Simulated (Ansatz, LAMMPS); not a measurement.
# Aqueous Mg2+ and triflate, 1.1 mol of salt per kg of water, from a frame at 280 K (164 atoms): geometry optimisation

How does aqueous Mg2+ and triflate, 1.1 mol of salt per kg of water, from a frame at 280 K (164 atoms) relax, and what do bonds, charges and levels look like afterwards?

Method: Kohn-Sham DFT, PBE+D4, PAW (set soft_2), plane waves, in Ansatz 0.2.0.

## (1) Starting point

The cell holds 164 atoms: 55 O, 2 S, 2 C, 6 F, 98 H and 1 Mg. Its edges and angles: a = 11.905 Å, b = 11.905 Å, c = 11.905 Å, α = 90.0°, β = 90.0°, γ = 90.0°. 49 H2O, 1 Mg2+, 2 triflate placed at random, at 1.19 g/cm³; overlaps pushed apart, then 10 ps at 420 K with divalent ions of Li, Roberts, Chakravorty and Merz (J. Chem. Theory Comput. 9, 2733 (2013)); MMFF94 bonds, angles, torsions, charges and radii (Halgren, J. Comput. Chem. 17, 490 (1996)) in harmonic and 12-6 forms; SPC/E water (Berendsen, Grigera and Straatsma, J. Phys. Chem. 91, 6269 (1987)). Snapshot after 20 ps at 280 K and fixed volume.

Before any run, some limits are plain. The network of contacts between molecules at the start is that of the classical potential that made the cell. The density was typed from a rule of thumb and may lie off the real one at this temperature. Sampling is at Γ alone, for a cell whose shortest periodic width is 12 Å.

## (2) How the cell was made

A classical potential makes the cell, at a small fraction of what the same run would cost in DFT.

This step: classical MD, divalent ions of Li, Roberts, Chakravorty and Merz (J. Chem. Theory Comput. 9, 2733 (2013)); MMFF94 bonds, angles, torsions, charges and radii (Halgren, J. Comput. Chem. 17, 490 (1996)) in harmonic and 12-6 forms; SPC/E water (Berendsen, Grigera and Straatsma, J. Phys. Chem. 91, 6269 (1987)) (LAMMPS 22 Jul 2025 - Update 4).

File in.lmp:

```
# aqueous Mg2+ and triflate, 1.1 mol of salt per kg of water
units real
atom_style full
boundary p p p
bond_style harmonic
angle_style harmonic
dihedral_style opls
improper_style harmonic
special_bonds lj 0 0 0.5 coul 0 0 0.75
read_data data.lmp
neigh_modify delay 0 every 1 check yes one 4000
comm_modify cutoff 12.0
timestep 0.5
thermo_style custom step time temp pe press density
thermo_modify norm yes
# push overlapping molecules apart
pair_style soft 2.6
pair_coeff * * 0.0
variable a equal ramp(1,60)
fix ad all adapt 1 pair soft a * * v_a
velocity all create 420 354971 mom yes dist gaussian
fix lim all nve/limit 0.03
fix lan all langevin 420 420 50 354972 zero yes
thermo 1000
run 3000 post no
unfix ad
pair_style lj/cut/coul/long 9.0
pair_modify mix arithmetic tail yes
pair_coeff 1 1 0.0763 3.0960   # O
pair_coeff 2 2 0.2681 3.4180   # S
pair_coeff 3 3 0.0678 3.3680   # C
pair_coeff 4 4 0.0801 2.5590   # F
pair_coeff 5 5 0.1553 3.1660   # O
pair_coeff 6 6 0.0000 1.0000   # H
# [... 20 lines left out ...]
compute msd all msd com yes
thermo 5000
fix md all nvt temp 280 280 100
run 20000 post no
print "== T280: mean square displacement over the hold $(c_msd[4]:%.2f) A^2"
unfix md
uncompute msd
write_dump all custom T280.dump id type xs ys zs modify sort id
```

Run with:

```console
$ lmp -in in.lmp -log none -nocite
```

Numbers of over 12 decimals in the logs are rounded to 6 here.

The program printed:

```text
LAMMPS (22 Jul 2025 - Update 4)
Reading data file ...
  orthogonal box = (0 0 0) to (11.90521 11.90521 11.90521)
  164 atoms
  orthogonal box = (0 0 0) to (11.90521 11.90521 11.90521)
  112 bonds
  73 angles
  18 dihedrals
WARNING: Bond/angle/dihedral extent > half of periodic box length
   Step          Time           Temp          PotEng         Press         Density
         0   0              420            0.34476199     2353.892       1.1860006
      1000   500            409.88031      0.92462485     35181.548      1.1860006
      2000   1000           389.10092      0.93764217     44852.063      1.1860006
      3000   1500           399.48976      0.95849021     50638.538      1.1860006
WARNING: Bond/angle/dihedral extent > half of periodic box length
Loop time of 0.184875 s on 1 MPI rank(s) for 3000 steps with 164 atoms
PPPM initialization ...
WARNING: System is not charge neutral, net charge = -0.0002
  G vector (1/distance) = 0.30763122
  grid = 8 8 8
  estimated relative force accuracy = 5.6821539e-05
WARNING: Bond/angle/dihedral extent > half of periodic box length
   Step          Time           Temp          PotEng         Press         Density
      3000   1500           399.48976      2.3654656      55255.152      1.1860006
[... 17 lines left out ...]
Loop time of 1.06094 s on 1 MPI rank(s) for 2000 steps with 164 atoms
WARNING: Bond/angle/dihedral extent > half of periodic box length
   Step          Time           Temp          PotEng         Press         Density
      2000   1000           592.66357     -4.5778383     -5277.0021      1.1860006
[... 5 lines left out ...]
WARNING: Bond/angle/dihedral extent > half of periodic box length
Loop time of 5.72084 s on 1 MPI rank(s) for 10000 steps with 164 atoms
WARNING: Bond/angle/dihedral extent > half of periodic box length
   Step          Time           Temp          PotEng         Press         Density
[... 4 lines left out ...]
WARNING: Bond/angle/dihedral extent > half of periodic box length
Loop time of 2.83756 s on 1 MPI rank(s) for 5000 steps with 164 atoms
WARNING: Bond/angle/dihedral extent > half of periodic box length
   Step          Time           Temp          PotEng         Press         Density
[... 2 lines left out ...]
     25000   24000          272.40032     -4.8329263     -2150.1397      1.1860006
     30000   29000          261.26749     -4.9421461     -42.269984      1.1860006
     35000   34000          254.95263     -4.8586488     -2761.0169      1.1860006
     37000   36000          309.96762     -4.7977493     -2986.3279      1.1860006
WARNING: Bond/angle/dihedral extent > half of periodic box length
Loop time of 11.0185 s on 1 MPI rank(s) for 20000 steps with 164 atoms
== T280: mean square displacement over the hold 6.77 A^2
```

It took 21 s on 1 thread of Arm Neoverse V2, shared host; peak memory 0.12 GiB.

The input also reads data.lmp (atoms, bonds and types; not printed here).

## (3) Single point at the start

The forces at the start show how far the geometry lies from a minimum of this functional.

File input.yaml:

```yaml
crystal:
  lattice:
    - [11.90521, 0.0, 0.0]
    - [0.0, 11.90521, 0.0]
    - [0.0, 0.0, 11.90521]
  atoms:
    - { symbol: O, position: [0.91085, 0.40661, 0.49587] }
    - { symbol: S, position: [0.95061, 0.5174, 0.51785] }
    - { symbol: O, position: [0.86485, 0.60192, 0.50301] }
    - { symbol: O, position: [0.03965, 0.5491, 0.44706] }
    - { symbol: C, position: [0.00193, 0.5348, 0.66808] }
    - { symbol: F, position: [0.91632, 0.54973, 0.74479] }
    - { symbol: F, position: [0.05063, 0.43587, 0.70385] }
    - { symbol: F, position: [0.07947, 0.61756, 0.67721] }
    - { symbol: O, position: [0.84274, 0.98185, 0.87091] }
    - { symbol: S, position: [0.77302, 0.98226, 0.96874] }
    - { symbol: O, position: [0.72314, 0.87045, 0.98912] }
    - { symbol: O, position: [0.68699, 0.068, 0.9529] }
    - { symbol: C, position: [0.86524, 0.02056, 0.09181] }
    - { symbol: F, position: [0.94737, 0.10502, 0.07336] }
    - { symbol: F, position: [0.79928, 0.06127, 0.18204] }
    - { symbol: F, position: [0.92607, 0.92957, 0.14193] }
    - { symbol: O, position: [0.44216, 0.20751, 0.89076] }
    - { symbol: H, position: [0.46168, 0.25986, 0.95348] }
    - { symbol: H, position: [0.42646, 0.1311, 0.92192] }
    - { symbol: O, position: [0.3118, 0.52876, 0.77667] }
    - { symbol: H, position: [0.32174, 0.5984, 0.73078] }
    - { symbol: H, position: [0.27285, 0.54794, 0.84858] }
    - { symbol: O, position: [0.84055, 0.73442, 0.32919] }
    - { symbol: H, position: [0.86402, 0.68151, 0.39006] }
    - { symbol: H, position: [0.87592, 0.8095, 0.34218] }
    - { symbol: O, position: [0.19655, 0.68091, 0.36431] }
    - { symbol: H, position: [0.26931, 0.64261, 0.34717] }
    - { symbol: H, position: [0.14308, 0.62563, 0.39809] }
    - { symbol: O, position: [0.39676, 0.95515, 0.55818] }
    - { symbol: H, position: [0.41706, 0.89118, 0.50767] }
    - { symbol: H, position: [0.32712, 0.99239, 0.52957] }
    - { symbol: O, position: [0.37913, 0.73963, 0.71114] }
    [... 126 atom lines left out ...]
    - { symbol: H, position: [0.50425, 0.71044, 0.96673] }
    - { symbol: H, position: [0.59368, 0.81421, 0.95981] }
    - { symbol: O, position: [0.52528, 0.41675, 0.03158] }
    - { symbol: H, position: [0.57632, 0.44009, 0.96909] }
    - { symbol: H, position: [0.56876, 0.37249, 0.0882] }
    - { symbol: Mg, position: [0.69318, 0.15297, 0.63688] }
kpoints:
  mp_grid: { grid: [1, 1, 1] }
hamiltonian:
  xc: pbe
  dispersion: d4
scf:
  occupations: { method: fermi_dirac, width: 0.05 }
output:
  forces: true
  stress: true
  populations: true
  dos:
    method: { smearing: { sigma: 0.1 } }
    de: 0.1
    projected: { site_lists: { C: [C], F: [F], H: [H], Mg: [Mg], O: [O] } }
  eigenvalues: true
```

Run with:

```console
$ ansatz run input.yaml --threads 4 --pin off --max-ram 8192MiB --backend cpu --events-out ev --progress --plain --runs-dir out
```

The program printed:

```text
Engine: ansatz 0.2.0, aarch64-unknown-linux-gnu
Pseudopotentials: kind: paw
Pseudopotential: O, paw, valence charge 6, recommended cutoff 420 eV (normal), O.paw.azcp
Pseudopotential: S, paw, valence charge 6, recommended cutoff 420 eV (normal), S.paw.azcp
Pseudopotential: C, paw, valence charge 4, recommended cutoff 420 eV (normal), C.paw.azcp
Pseudopotential: F, paw, valence charge 7, recommended cutoff 420 eV (normal), F.paw.azcp
Pseudopotential: H, paw, valence charge 1, recommended cutoff 420 eV (normal), H.paw.azcp
Pseudopotential: Mg, paw, valence charge 10, recommended cutoff 420 eV (normal), Mg.paw.azcp
[... 5 lines on functional and potentials left out ...]
Crystal: 164 atoms, lattice volume = 1687.373 Å³
Basis set: ecut = 420 eV, 32987 PW (Γ), exchange–correlation on 160×160×160 points (8 copies of the dense FFT grid, shifted against one another)
Bands: 414, of which v1, the nominal top of the filled ones, is band 250 counted from 1 (249 counted from 0)
Symmetry: 1 space group operations
Space group: P1 (ITA 1), of the structure as read, at distance tolerance 1.2e-4 Å
k-points: 1
[... 13 lines on functional and potentials left out ...]
Initial density: superposition of atomic densities (neutral atoms: chi_scale 0, normalization atom), corrected by the library's trained network
Initial wavefunctions: pseudopotential atomic-orbital guess
Functional: x = pbe(κ = 0.804, μ = 0.219515), c = pbe(β = 0.066725)
SCF iter   1: F=—  HF=-41865.004637 eV  |F-HF|=—  |Δ(HF+E_count)|=         —  Δρ=3.93e-3  dr2=5.13e-1  ethr=1.77e-3  ⟨swp⟩=6.0  Hψ=1960  notcnv=0  defer=56
preconditioner: auto → Resta (q_TF=auto, 2.228 Å⁻¹)  ε∞=2.3  [insulator: Δε(μ)=4.364 eV  Ē_g=17.407 eV  σ=0.050 eV  W_gap=1.00  n_scr=304 (ndim 8)  ℏωp=19.7 eV  f_vac=0.281  D(μ)=0.00/eV (n_scr^D=0)  ε∞_Penn≈2.3]
SCF iter   2: F=—  HF=-41864.804646 eV  |F-HF|=—  |Δ(HF+E_count)|=   2.00e-1  Δρ=2.17e-3  dr2=1.04e-1  ethr=1.03e-4  ⟨swp⟩=3.0  Hψ=669  notcnv=0  defer=160
SCF iter   3: F=—  HF=-41864.758442 eV  |F-HF|=—  |Δ(HF+E_count)|=   4.62e-2  Δρ=1.20e-3  dr2=3.19e-2  ethr=2.09e-5  ⟨swp⟩=2.0  Hψ=504  notcnv=0  defer=160
SCF iter   4: F=—  HF=-41864.747520 eV  |F-HF|=—  |Δ(HF+E_count)|=   1.09e-2  Δρ=3.62e-4  dr2=3.51e-3  ethr=6.38e-6  ⟨swp⟩=2.0  Hψ=716  notcnv=0  defer=160
SCF iter   5: F=—  HF=-41864.746621 eV  |F-HF|=—  |Δ(HF+E_count)|=   8.99e-4  Δρ=1.64e-4  dr2=4.17e-4  ethr=7.01e-7  ⟨swp⟩=2.0  Hψ=499  notcnv=0  defer=160
SCF iter   6: F=—  HF=-41864.746595 eV  |F-HF|=—  |Δ(HF+E_count)|=   2.60e-5  Δρ=8.88e-5  dr2=1.07e-4  ethr=8.33e-8  ⟨swp⟩=2.0  Hψ=500  notcnv=0  defer=160
SCF iter   7: F=—  HF=-41864.746577 eV  |F-HF|=—  |Δ(HF+E_count)|=   1.79e-5  Δρ=2.52e-5  dr2=8.29e-6  ethr=2.13e-8  ⟨swp⟩=2.0  Hψ=500  notcnv=0  defer=160
SCF iter   8: F=—  HF=-41864.746440 eV  |F-HF|=—  |Δ(HF+E_count)|=   1.37e-4  Δρ=1.12e-5  dr2=1.85e-6  ethr=1.66e-9  ⟨swp⟩=3.0  Hψ=517  notcnv=0  defer=160
SCF iter   9: F=—  HF=-41864.746441 eV  |F-HF|=—  |Δ(HF+E_count)|=   1.96e-7  Δρ=2.91e-6  dr2=1.24e-7  ethr=3.70e-10  ⟨swp⟩=2.0  Hψ=493  notcnv=0  defer=160
SCF iter  10: F=-41864.746441 eV  HF=-41864.746441 eV  |F-HF|=1.64e-8  |Δ(HF+E_count)|=   7.02e-8  Δρ=1.69e-6  dr2=3.80e-8  ethr=2.00e-11  ⟨swp⟩=15.0  Hψ=2722  notcnv=0
SCF 1 converged in 10 iterations: F = -41864.746441 eV  dr2 = 3.80e-8
  greatest PAW one-centre occupation: 1.000 electrons in one spin orbital (limit 2), on the Mg atom at site 163 (counted from 0), in its partial waves of l = 0
SCF converged after 10 iterations
Free energy (F): -41864.746441 eV
Harris-Foulkes:  -41864.746441 eV  (|F-HF|=1.64e-8)
Internal energy: -41864.746441 eV  (E = F + TS)
E sigma→0 (E₀):  -41864.746441 eV
Fermi energy:    0.521287 eV
--- Per-component energies (eV) ---
  E_band       = -5089.291307
  E_kinetic    = 12680.371298
  E_local      = -46032.724854  (includes V_loc(G=0)·N_el)
  E_nonlocal   = 3448.580635
  E_hartree    = 17257.531620
  E_xc         = -5685.934374
  E_vxc        = -7191.642272  (∫ρ·V_xc dr)
  E_paw        = -11668.931452  (= ΣΔE_a)
  E_vpaw       = -2508.965524  (= ΣTr[D̂ρ^β])
  E_aug_tail   = 0.036376  (compensation charges beyond the density's cutoff)
  E_ewald      = -11857.736089
  E_disp       = -5.939601  (pairwise vdW)
  E_smearing   = -0.000000  (= −TS)
  E_closure    = -0.000000  (closes the sum)
  Σ components = -41864.746441   (vs F -41864.746441, Δ=0.00e0)
--- Forces (eV/Å), atoms counted from 1 ---
  atom   1  O     -0.60166035    -1.93970259     0.97645311
  atom   2  S     -0.92741376     2.13053924     1.18122272
  atom   3  O     -1.44942709     0.50584017     0.91126071
  atom   4  O      3.73408859     0.24309610    -1.68116552
  atom   5  C      0.29710236    -1.53853518     2.17971996
  atom   6  F      0.68436037     0.49792473    -1.54386176
  atom   7  F     -0.10929674     0.86993795    -0.94972894
  atom   8  F     -1.06739853    -0.52120255    -0.34790881
  atom   9  O      2.28872333    -0.35102659    -0.35406717
  atom  10  S     -2.39189055    -0.20288127    -0.76420437
  atom  11  O      0.52058978     1.33954795     1.93058378
  atom  12  O     -0.20377686     0.09118322     1.85222561
  atom  13  C      1.97624594     0.95873929     4.12274003
  atom  14  F     -2.04162881    -1.87164609    -0.37713591
[...]
atom 163  H     -0.06656501     0.97987452    -1.09174727
  atom 164  Mg    -0.07509366     0.75523996    -0.33971355
  max |Σ_I F_I| component: 1.15e-4 eV/Å
--- Stress (GPa, compression-positive) ---
       -1.165058      -0.025283      -0.653904
       -0.025283      -1.990292       0.388255
       -0.653904       0.388255      -1.794161
  P = ⅓ Tr σ = -1.6498 GPa (-16.498 kbar)
--- Band table (eV) ---
  k-point 0: bands = ["-73.2440", "-40.0192", "-39.9995", "-39.9959", [... 398 levels ...], "11.3451", "11.3667", "11.3845", "11.4427", "11.4685", "11.5067", "11.5133", "11.5503", "11.5788", "11.5797", "11.5972", "11.6476"]
--- Löwdin populations: 164 sites ---
  site symbol       q [e]
     0      O      6.6974
     1      S      3.6509
     2      O      6.7241
[...]
163     Mg      8.3748
  spilling = 0.011557 (of n_electrons = 500.000000)
```

Elapsed: 37 s, on 4 threads of Arm Neoverse V2, shared host; peak memory 2.2 GiB; 2.2 min of CPU time.

Read from the output:

| Quantity | Value |
| --- | --- |
| free energy | -41864.7464 eV |
| free energy per atom | -255.2728 eV/atom |
| SCF cycles | 10 |
| pressure | -1.65 GPa |
| r.m.s. force component | 0.7014 eV/Å |
| longest force | 4.671 eV/Å |
| Fermi energy | 0.5213 eV |
| gap (highest filled to lowest empty level) | 4.148 eV |
| spilling of the projection | 0.01156 |

The r.m.s. force component of 0.70 eV/Å and the pressure of -1.6 GPa set the starting point.

Neighbours are counted within 1.21 Å (H-O), 1.88 Å (O-S), 2.52 Å (O-Mg), 1.62 Å (F-C), 2.21 Å (C-S).

Length of the force by element and coordination:

```csv
element,coordination,atoms,mean length of the force (eV/Å),spread,least,most
C,all,2,3.68,0.993,2.68,4.67
F,all,6,2.09,0.717,1.24,3.11
H,all,98,0.966,0.323,0.192,1.74
Mg,all,1,0.832,0,0.832,0.832
O,all,55,0.878,0.686,0.200,4.10
O,1,6,2.46,0.771,1.79,4.10
O,2,43,0.678,0.326,0.200,1.44
O,3,6,0.732,0.388,0.200,1.36
S,all,2,2.56,0.0437,2.52,2.61
```

[end of part 1 of 3]

[Logs are printed without paths, hosts, clocks, repeated set-up lines and the standing remarks that a program may print on its own settings, such as how far it seeks lower states.]

[Hosts, paths, dates, database ids (printed as entryN), source tags and the programs' standing remarks are cut or masked in the printed files.]

[The MMFF94 radii named for the starting cell were scaled by 0.96; in molecules described by MMFF94, hydrogen bound to N, O or S took a small fixed 12-6 site in their place.]
